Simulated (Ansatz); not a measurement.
# Lattice dynamics of TiPbSe3 (built on the sites of a database entry of HfPbO3)

Wanted: vibrations and spectra of TiPbSe3 (built on the sites of a database entry of HfPbO3); the cell is already relaxed. After the zone centre comes a 2×2×2 q mesh on a 8×8×8 k mesh.

Calculated with Ansatz 0.2.0; DFT PBEsol, scalar-relativistic, plane waves, PAW.

The structure was built from a prototype and need not be the compound's stable phase.

**1. Set-up**

Symmetry: Pm-3m, No. 221, cubic system. The conventional cell has a = 4.932 Å, b = 4.932 Å, c = 4.932 Å, α = 90.00°, β = 90.00°, γ = 90.00°. Nearest to Ti lie 6 Se at 2.47 Å. Nearest to Pb lie 12 Se at 3.49 Å. Se has 2 Ti at 2.47 Å and 4 Pb at 3.49 Å nearest. Farther neighbours and most contacts between anions are not listed.

**2. Modes at Γ**

The cell comes from relaxations at this level that are not shown. The zone centre comes first: it holds the modes that light can see, as far as symmetry allows. No field response is asked, since the mesh shows no gap.

Input file input.yaml:

```yaml
crystal:
  lattice:
    - [4.9321777088, 0.0, 0.0]
    - [0.0, 4.9321777088, 0.0]
    - [0.0, 0.0, 4.9321777088]
  atoms:
    - { symbol: Ti, position: [0.5, 0.5, 0.5] }
    - { symbol: Pb, position: [0.0, 0.0, 0.0] }
    - { symbol: Se, position: [0.0, 0.5, 0.5] }
    - { symbol: Se, position: [0.5, 0.0, 0.5] }
    - { symbol: Se, position: [0.5, 0.5, 0.0] }
kpoints:
  mp_grid: { grid: [8, 8, 8] }
hamiltonian:
  xc: pbesol
scf:
  occupations: { method: methfessel_paxton, width: 0.2 }
output:
  eigenvalues: true
phonons:
  method: dfpt
```

Started as:

```sh
$ ansatz run input.yaml --threads 8 --pin off --max-ram 14336MiB --backend cpu --events-out ev --progress --plain --runs-dir out
```

Numbers of over 12 decimals in the logs are rounded to 6 here.

Output:

```text
zone centre: on kpoints.mp_grid the ground state, and the responses unless they are solved on pairs of k-points, stand on 125 of the mesh's 512 k-points, reduced under 8 symmetry operations, with k and −k counted as one. Each operation leaves every solved displacement unchanged or reverses it
Engine: ansatz 0.2.0, aarch64-unknown-linux-gnu
Pseudopotentials: kind: paw
Pseudopotential: Ti, paw, valence charge 12, recommended cutoff 420 eV (normal), Ti.paw.azcp
Pseudopotential: Pb, paw, valence charge 14, recommended cutoff 420 eV (normal), Pb.paw.azcp
Pseudopotential: Se, paw, valence charge 16, recommended cutoff 420 eV (normal), Se.paw.azcp
Functional definition: PBEsol
  exchange = pbesol_x
  correlation = pbesol_c
Crystal: 5 atoms, lattice volume = 119.982 Å³
Basis set: ecut = 420 eV, 2325 PW (Γ), exchange–correlation on 72×72×72 points (8 copies of the dense FFT grid, shifted against one another)
Bands: 45, of which v1, the nominal top of the filled ones, is band 37 counted from 1 (36 counted from 0)
Symmetry: 48 space group operations
k-points: 125 of 512 (irreducible under 8 space group operations)
Non-local potential: Ti, projectors of the file, l = 0: 3, l = 1: 2, l = 2: 3, l = 3: 1
Non-local potential: Pb, projectors of the file, l = 0: 2, l = 1: 2, l = 2: 2, l = 3: 2
Non-local potential: Se, projectors of the file, l = 0: 2, l = 1: 2, l = 2: 3, l = 3: 1
PAW form: soft (Blöchl's): semilocal exchange-correlation on the pseudo side does not see the compensation charge
PAW frozen core: Ti, regenerated for the run's functional, and the local potential with it (the file was generated under x = pbe(κ = 0.804, μ = 0.219515), c = pbe(β = 0.066725))
PAW frozen core: Pb, regenerated for the run's functional, and the local potential with it (the file was generated under x = pbe(κ = 0.804, μ = 0.219515), c = pbe(β = 0.066725))
PAW frozen core: Se, regenerated for the run's functional, and the local potential with it (the file was generated under x = pbe(κ = 0.804, μ = 0.219515), c = pbe(β = 0.066725))
PAW one-centre angular grid: Ti, 590 points (default); XC on 64 Gauss nodes
PAW one-centre angular grid: Pb, 590 points (default); XC on 64 Gauss nodes
PAW one-centre angular grid: Se, 590 points (default); XC on 64 Gauss nodes
Initial density: superposition of atomic densities (neutral atoms: chi_scale 0, normalization atom), corrected by the library's trained network
Initial wavefunctions: pseudopotential atomic-orbital guess
Functional: x = pbesol(κ = 0.804, μ = 0.123457), c = pbesol(β = 0.046)
SCF iter   1: F=—  HF=-30504.419334 eV  |F-HF|=—  |Δ(HF+E_count)|=         —  Δρ=7.09e-3  dr2=9.20e-2  ethr=1.77e-3  ⟨swp⟩=6.7  Hψ=20956  notcnv=0
preconditioner: auto → Kerker (q_TF=auto, 2.517 Å⁻¹)  [metal: Δε(μ)=0.045 eV  Ē_g=10.867 eV  σ=0.200 eV  W_gap=0.19  n_scr=26 (ndim 8)  ℏωp=20.3 eV  f_vac=0.008  D(μ)=2.01/eV (n_scr^D=6)]
SCF iter   2: F=—  HF=-30504.411382 eV  |F-HF|=—  |Δ(HF+E_count)|=   7.95e-3  S|Δr|=    0.00e0  Δρ=3.68e-3  dr2=2.71e-2  ethr=1.24e-4  ⟨swp⟩=1.0  Hψ=6625  notcnv=0
SCF iter   3: F=—  HF=-30504.408445 eV  |F-HF|=—  |Δ(HF+E_count)|=   2.94e-3  S|Δr|=    0.00e0  Δρ=4.72e-4  dr2=3.46e-4  ethr=3.66e-5  ⟨swp⟩=1.9  Hψ=5752  notcnv=0
SCF iter   4: F=—  HF=-30504.408445 eV  |F-HF|=—  |Δ(HF+E_count)|=   2.95e-7  S|Δr|=    0.00e0  Δρ=2.66e-4  dr2=1.13e-4  ethr=4.67e-7  ⟨swp⟩=2.0  Hψ=9998  notcnv=0
SCF iter   5: F=—  HF=-30504.408439 eV  |F-HF|=—  |Δ(HF+E_count)|=   5.96e-6  S|Δr|=    0.00e0  Δρ=7.20e-5  dr2=1.08e-5  ethr=1.53e-7  ⟨swp⟩=2.4  Hψ=10067  notcnv=0
SCF iter   6: F=—  HF=-30504.408438 eV  |F-HF|=—  |Δ(HF+E_count)|=   9.69e-7  S|Δr|=    0.00e0  Δρ=1.67e-5  dr2=4.57e-7  ethr=1.46e-8  ⟨swp⟩=2.0  Hψ=10028  notcnv=0
SCF iter   7: F=—  HF=-30504.408438 eV  |F-HF|=—  |Δ(HF+E_count)|=   1.64e-7  S|Δr|=    0.00e0  Δρ=5.99e-6  dr2=7.03e-8  ethr=6.17e-10  ⟨swp⟩=3.0  Hψ=10567  notcnv=0
SCF iter   8: F=—  HF=-30504.408438 eV  |F-HF|=—  |Δ(HF+E_count)|=   2.35e-8  S|Δr|=    0.00e0  Δρ=1.83e-6  dr2=6.34e-9  ethr=9.49e-11  ⟨swp⟩=2.1  Hψ=6477  notcnv=0
SCF iter   9: F=—  HF=-30504.408438 eV  |F-HF|=—  |Δ(HF+E_count)|=  1.42e-10  S|Δr|=    0.00e0  Δρ=4.50e-7  dr2=6.82e-10  ethr=8.57e-12  ⟨swp⟩=2.1  Hψ=9918  notcnv=0
SCF iter  10: F=—  HF=-30504.408438 eV  |F-HF|=—  |Δ(HF+E_count)|=  1.46e-10  S|Δr|=    0.00e0  Δρ=1.41e-7  dr2=4.75e-11  ethr=1.00e-12  ⟨swp⟩=2.1  Hψ=6936  notcnv=0
SCF iter  11: F=-30504.408438 eV  HF=-30504.408438 eV  |F-HF|=7.28e-12  |Δ(HF+E_count)|=  3.64e-12  S|Δr|=    0.00e0  Δρ=3.92e-8  dr2=2.19e-12  ethr=1.00e-12  ⟨swp⟩=9.1  Hψ=24514  notcnv=0
SCF 1 converged in 11 iterations: F = -30504.408438 eV  dr2 = 2.19e-12
  greatest PAW one-centre occupation: 1.000 electrons in one spin orbital (limit 2), on the Se atom at site 4 (counted from 0), in its partial waves of l = 2
DFPT response loops at Γ: preconditioner auto → Kerker (q_TF=auto, 2.517 Å⁻¹) (partly filled bands, converged f_vac=0.006); β = 1.00, the filter's whole step (`scf.mixing.beta` (0.50) is not read by the response loops under this deck's `scf.mixing.preconditioner`; to damp them name `kerker` or `kerker_dos`, under which they read `scf.mixing.beta`, and type it under 1.00, their step now; both keys bind the ground state too); Broyden in place of MSR1
SCF converged after 11 iterations
Stability not checked: this state was not tested for a lower state beside it, because cold or Methfessel-Paxton smearing, or corrected tetrahedra, fill the levels in a way that the test cannot read (fill_not_monotonic; see scf.lower_state_search)
Free energy (F): -30504.408438 eV
Harris-Foulkes:  -30504.408438 eV  (|F-HF|=7.28e-12)
Internal energy: -30504.406291 eV  (E = F + TS)
E sigma→0 (E₀):  -30504.407901 eV
Entropy (-TS):   -0.002146 eV (-0.429 meV/atom)
Fermi energy:    9.885978 eV
Step filling:    the computed levels leave a gap of 0.0382 eV = 0.2 smearing widths at the electron count; against every level under it full and every level over it empty, smearing changes F+E_penalty+E_count by +1.467 meV and its σ→0 estimate by +2.003 meV
--- Per-component energies (eV) ---
  E_band       = -1336.141058
  E_kinetic    = 916.367516
  E_local      = -9376.800168  (includes V_loc(G=0)·N_el)
  E_nonlocal   = -1419.148476
  E_hartree    = 4469.349129
  E_xc         = -627.192136
  E_vxc        = -550.271969  (∫ρ·V_xc dr)
  E_paw        = -16877.453079  (= ΣΔE_a)
  E_vpaw       = 155.015414  (= ΣTr[D̂ρ^β])
  E_aug_tail   = -0.001679  (compensation charges beyond the density's cutoff)
  E_ewald      = -7592.754251
  E_core_change = 3.226852  (= ΣΔE_core)
  E_smearing   = -0.002146  (= −TS)
  E_closure    = -0.000000  (closes the sum)
  Σ components = -30504.408438   (vs F -30504.408438, Δ=0.00e0)
--- Band table (eV; the first three rows and the last of 125) ---
  k-point 0: bands = [... 33 lower, 8.4821, 9.0025, 9.0025, 9.0025, 9.4812, 9.4812, 9.4812, 10.8544, ... 4 higher]
  k-point 1: bands = [... 33 lower, 8.3784, 8.5783, 8.8941, 8.8941, 9.4865, 9.9445, 9.9445, 10.8601, ... 4 higher]
  k-point 2: bands = [... 33 lower, 8.0792, 8.1523, 8.9684, 8.9684, 9.4993, 10.5094, 10.5094, 10.8703, ... 4 higher]
  k-point 124: bands = [... 33 lower, 6.1584, 10.0941, 10.0941, 10.0941, 10.6898, 10.6898, 10.6898, 14.0194, ... 4 higher]
--- Phonons (Γ-DFPT): 4 representative perturbations + reference, on 125 of 512 k-points (Σ response iterations 12) ---
  k mesh reduced under 8 symmetry operations, with k and −k counted as one. Each operation leaves every solved displacement unchanged or reverses it
  ASR residual: 5.418e-5 → 0.000e0 eV/Å²; symmetrization residual: 9.962e-6 eV/Å²
  ASR residual per site (eV/Å²): 2.32e-5 5.42e-5 1.40e-5 1.40e-5 1.40e-5
  Γ frequencies (cm⁻¹): -81.87 -81.87 -81.87 -63.84 -63.84 -63.84 -41.53 -41.53 -41.53 0.00 0.00 0.00 251.70 251.70 251.70
  non-analytic LO–TO correction: not included (Born effective charges unavailable; polar crystals: no LO–TO splitting at Γ)
```

Run time: 44 s. Hardware: 8 threads of Arm Neoverse V2, shared host; peak memory 2.5 GiB; 5.3 min of CPU time.

Reading the cycles: dr2 is the Hartree energy of the density residual (eV), the measure of convergence; HF is the Harris–Foulkes estimate of the energy, which meets the free energy F at convergence.

Numbers from this step:

```
volume per atom                                         : 24.00 Å³
gap on the k-mesh                                       : 0 eV
sum-rule residual before enforcement                    : 5.42e-5 eV/Å²
point group                                             : m-3m
highest optical mode at the zone centre (no LO-TO term) : 251.7 cm⁻¹
lowest optical zone-centre mode                         : -81.87 cm⁻¹
```

Patterns of degenerate modes are one choice out of their space. The modes at Γ (shares of kinetic energy by element, %) (negative means imaginary):

```csv
mode,frequency (cm⁻¹),symmetry,Ti %,Pb %,Se %
1,-81.9,T1u,3,39,57
2,-81.9,T1u,3,39,57
3,-81.9,T1u,3,39,57
4,-63.8,T2u,0,0,100
5,-63.8,T2u,0,0,100
6,-63.8,T2u,0,0,100
7,-41.5,T1u,55,18,26
8,-41.5,T1u,55,18,26
9,-41.5,T1u,55,18,26
10,0.0,acoustic,10,42,48
11,0.0,acoustic,10,42,48
12,0.0,acoustic,10,42,48
13,251.7,T1u,32,0,68
14,251.7,T1u,32,0,68
15,251.7,T1u,32,0,68
```

Displacements in mode 1 (-81.9 cm⁻¹), the largest set to 1:
```
Ti1  0.00 -0.22  0.45
Pb2  0.00 -0.36  0.73
Se3  0.00  0.49 -1.00
Se4  0.00  0.09 -1.00
Se5  0.00  0.49 -0.19
```

Displacements in mode 5 (-63.8 cm⁻¹), the largest set to 1:
```
Ti1  0.00  0.00  0.00
Pb2  0.00  0.00  0.00
Se3  0.00  0.23  1.00
Se4  0.04  0.00 -1.00
Se5 -0.04 -0.23  0.00
```

Before it was imposed, the acoustic sum rule was missed by 5.4e-5 eV/Å². Small misses are needed for a sound result but don't prove that mesh and cutoff are converged. The lowest optical mode is imaginary, 81.9i cm⁻¹, so the energy falls along it.

**3. Response at finite wavevector**

Stability and thermal properties need the whole zone. Linear response on a 2×2×2 q mesh gives force constants as far as a supercell of that size would.

input.yaml: that of step 2 with these lines changed.

```diff
@@ -21 +21,8 @@
   method: dfpt
+  qmesh: [2, 2, 2]
+  temperatures: { t_max: 1000, t_step: 50 }
+  qpath:
+    path:
+      - [[0.0, 0.0, 0.0], [0.0, 0.5, 0.0], [0.5, 0.5, 0.0], [0.0, 0.0, 0.0], [0.5, 0.5, 0.5], [0.0, 0.5, 0.0]]
+      - [[0.5, 0.5, 0.5], [0.5, 0.5, 0.0]]
+    npoints: 10
```

Output:

```text
[...]
Crystal: 5 atoms, lattice volume = 119.982 Å³
Basis set: ecut = 420 eV, 2325 PW (Γ), exchange–correlation on 72×72×72 points (8 copies of the dense FFT grid, shifted against one another)
Bands: 45, of which v1, the nominal top of the filled ones, is band 37 counted from 1 (36 counted from 0)
Symmetry: 48 space group operations
k-points: 35 of 512
[...]
SCF iter   1: F=—  HF=-30504.419117 eV  |F-HF|=—  |Δ(HF+E_count)|=         —  Δρ=7.09e-3  dr2=9.22e-2  ethr=1.77e-3  ⟨swp⟩=6.5  Hψ=5825  notcnv=0
[...]
SCF iter  11: F=-30504.408438 eV  HF=-30504.408438 eV  |F-HF|=3.64e-12  |Δ(HF+E_count)|=  1.82e-11  S|Δr|=    0.00e0  Δρ=4.26e-8  dr2=2.90e-12  ethr=1.00e-12  ⟨swp⟩=8.9  Hψ=6988  notcnv=0
SCF 1 converged in 11 iterations: F = -30504.408438 eV  dr2 = 2.90e-12
[...]
iter 1 solved again at ethr=2.03e-7 eV; its pass at ethr=3.10e-3 eV (dr2=1.50e-4 eV) is discarded
SCF iter   1: F=—  HF=-30504.408438 eV  |F-HF|=—  |Δ(HF+E_count)|=         —  Δρ=5.83e-7  dr2=4.75e-10  ethr=2.03e-7  ⟨swp⟩=2.7  Hψ=9251  notcnv=0
eigensolver tolerance schedule: the retry pair's looser diagonalisation over-reported the residual by 316167.51 of it (diagonalisation noise at an unbounded share of the residual, at the tolerance the schedule requests for it); recorded, not acted on — ethr = c·dr2/N_el stays at c = 1.0e-1
[...]
SCF iter   2: F=—  HF=-30504.408438 eV  |F-HF|=—  |Δ(HF+E_count)|=   3.49e-8  S|Δr|=    0.00e0  Δρ=2.58e-7  dr2=6.86e-11  ethr=1.00e-12  ⟨swp⟩=3.8  Hψ=4370  notcnv=0
[...]
SCF iter   5: F=-30504.408438 eV  HF=-30504.408438 eV  |F-HF|=1.82e-11  |Δ(HF+E_count)|=  7.28e-12  S|Δr|=    0.00e0  Δρ=5.79e-8  dr2=4.49e-12  ethr=1.00e-12  ⟨swp⟩=2.0  Hψ=2971  notcnv=0
SCF 2 converged in 5 iterations: F = -30504.408438 eV  dr2 = 4.49e-12
[...]
phonons: the bands overlap, so this run is a metal and interpolates without the dipole-dipole term. If the crystal is really an insulator or semiconductor, its LO-TO splitting is missing
NSCF: frozen V_eff on 35 k-points
[...]
DFPT response loops at q = (0, 0, 0) (fractional): preconditioner auto → Kerker (q_TF=auto, 2.517 Å⁻¹) (partly filled bands, converged f_vac=0.006); β = 1.00, the filter's whole step (`scf.mixing.beta` (0.50) is not read by the response loops under this deck's `scf.mixing.preconditioner`; to damp them name `kerker` or `kerker_dos`, under which they read `scf.mixing.beta`, and type it under 1.00, their step now; both keys bind the ground state too); Broyden in place of MSR1
[...]
SCF converged after 11 iterations
[...]
Free energy (F): -30504.408438 eV
[...]
Internal energy: -30504.406291 eV  (E = F + TS)
E sigma→0 (E₀):  -30504.407901 eV
Entropy (-TS):   -0.002146 eV (-0.429 meV/atom)
Fermi energy:    9.885978 eV
[...]
--- Band table (eV; the first three rows and the last of 35) ---
  k-point 0: bands = [... 33 lower, 8.4821, 9.0025, 9.0025, 9.0025, 9.4812, 9.4812, 9.4812, 10.8544, ... 4 higher]
  k-point 1: bands = [... 33 lower, 8.3784, 8.5783, 8.8941, 8.8941, 9.4865, 9.9445, 9.9445, 10.8601, ... 4 higher]
  k-point 2: bands = [... 33 lower, 8.0792, 8.1523, 8.9684, 8.9684, 9.4993, 10.5094, 10.5094, 10.8703, ... 4 higher]
  k-point 34: bands = [... 33 lower, 6.1584, 10.0941, 10.0941, 10.0941, 10.6898, 10.6898, 10.6898, 14.0194, ... 4 higher]
--- Phonons (Γ-DFPT): 4 representative perturbations + reference (Σ response iterations 12) ---
  ASR residual: 4.956e-5 → 0.000e0 eV/Å²; symmetrization residual: 9.531e-6 eV/Å²
  ASR residual per site (eV/Å²): 2.66e-5 4.96e-5 1.43e-5 1.43e-5 1.43e-5
[...]
--- Phonons (arbitrary-q DFPT): 4 irreducible q on the 2×2×2 mesh ---
  q = [0.0000, 0.0000, 0.0000] (star 1, of the zone-centre solve; hermiticity 1.68e-6, symmetrization 1.25e-11): -81.87 -81.87 -81.87 -63.84 -63.84 -63.84 -41.53 -41.53 -41.53 -0.00 0.00 0.00 251.70 251.70 251.70
  q = [0.0000, 0.0000, -0.5000] (star 3, 9 solved perturbations in 975 linear systems a pass and spin channel, the states on 125 of 512 k-point pairs; hermiticity 2.55e-6, symmetrization 1.26e-12): -58.76 -58.76 -57.77 -57.77 -47.29 -47.29 -45.24 -22.29 59.28 59.28 76.93 224.03 238.48 249.26 249.26
[...]
sum rule: each row above includes the acoustic sum rule's correction from the zone centre's row sums; it moved no ω² by more than (0.39 cm⁻¹)²
  mesh force constants: q→R imaginary residual 6.89e-18; ASR residual 4.956e-5 → 0.000e0 eV/Å²; symmetrization residual 6.661e-15 eV/Å²
  interpolated dispersion: 62 rows × 15 modes
  density of states and harmonic sums: on the 14×14×14 q-mesh, interpolated from the force constants of a 2×2×2 supercell (no non-analytic term)
  largest difference from the sums on the solved wave vectors: F 1.34e-1 eV, S 1.91e-4 and C_V 5.77e-5 eV/K
  zero-point energy: 0.077829 eV/cell   skipped modes (ω ≤ 0): 784, of them read as no rigid motion or as one in doubt: 781 (6.457e0 modes/cell left out, lowest -122.13 cm⁻¹)   left out of the sums: 4.31e-1 of the cell's modes: C_V's classical limit lies that fraction below 3 k_B per atom; for a crystal, a wire or a layer, F and S can be off by more, and a phonons.interpolated_qmesh denser along its periods is the remedy for the sampling
```

It took 3.3 min on 8 threads; peak memory 2.1 GiB.

Numbers from this step:

| Quantity | Value |
| --- | --- |
| sum-rule residual before enforcement | 4.96e-5 eV/Å² |
| lowest frequency on the path | -122.1 cm⁻¹ |
| highest frequency on the path or at a solved wavevector | 277.6 cm⁻¹ |
| lowest mode on the q mesh (acoustic modes at Γ apart) | -122.1 cm⁻¹ |

Frequencies (cm⁻¹) solved at each irreducible wavevector; negative means imaginary. Frequencies by wavevector, by row:

```csv
q in reciprocal lattice units,star,mode 1,mode 2,mode 3,mode 4,mode 13,mode 14,mode 15
0 0 0,1,-81.9,-81.9,-81.9,-63.8,251.7,251.7,251.7
0 0 -0.5,3,-58.8,-58.8,-57.8,-57.8,238.5,249.3,249.3
0 -0.5 -0.5,3,-122.1,-69.2,-69.2,-59.8,217.8,248.1,255
-0.5 -0.5 -0.5,1,-118.1,-118.1,-118.1,-55.8,219.3,219.3,270.3
```

Interpolated from a 2×2×2 q mesh. The phonon branches at the labelled points (cm⁻¹):

```csv
point,branch 1,branch 2,branch 3,branch 4,branch 12,branch 13,branch 14,branch 15
Γ,-82,-82,-82,-64,0,252,252,252
halfway,-73,-73,-55,-53,142,251,251,252
X,-59,-59,-58,-58,224,238,249,249
halfway,-99,-64,-62,-56,205,221,249,262
M,-122,-69,-69,-60,218,218,248,255
halfway,-88,-67,-62,-55,147,232,250,263
Γ,-82,-82,-82,-64,0,252,252,252
halfway,-89,-82,-82,-54,152,228,228,275
R,-118,-118,-118,-56,219,219,219,270
halfway,-101,-91,-82,-59,191,220,224,276
X,-59,-59,-58,-58,224,238,249,249
jump to R,-118,-118,-118,-56,219,219,219,270
halfway,-120,-94,-94,-56,205,218,218,274
M,-122,-69,-69,-60,218,218,248,255
```

Tetrahedra on a 14×14×14 mesh, mean over bins of 5 cm-1. Interpolated from a 2×2×2 q mesh. Phonon density of states against wavenumber; read off at these points:

wavenumber (cm⁻¹), phonon density of states (1/cm⁻¹/cell) and a bar:
```
     -122      0.002 
     -108      0.027 ####
      -92      0.031 #####
      -82      0.040 ######
      -68      0.123 ####################
      -52      0.182 ##############################
      -38      0.042 #######
      -28      0.020 ###
      -12      0.012 ##
        2      0.012 ##
       18      0.017 ##
       28      0.023 ###
       42      0.030 #####
       58      0.042 #######
       72      0.052 ########
       82      0.055 #########
       98      0.045 #######
      102      0.073 ############
      112      0.049 ########
      128      0.020 ###
      138      0.003 
      152      0.004 
      168      0.007 #
      182      0.012 ##
      192      0.023 ####
      208      0.015 ##
      218      0.094 ###############
      222      0.063 ##########
      238      0.038 ######
      248      0.075 ############
      262      0.050 ########
      278      0.029 #####
```

[end of part 1 of 2]

[Logs are printed without paths, hosts, clocks, repeated set-up lines and the standing remarks that a program may print on its own settings, such as how far it seeks lower states.]

[Hosts, paths, dates, database ids (printed as entryN), source tags and the programs' standing remarks are cut or masked in the printed files.]
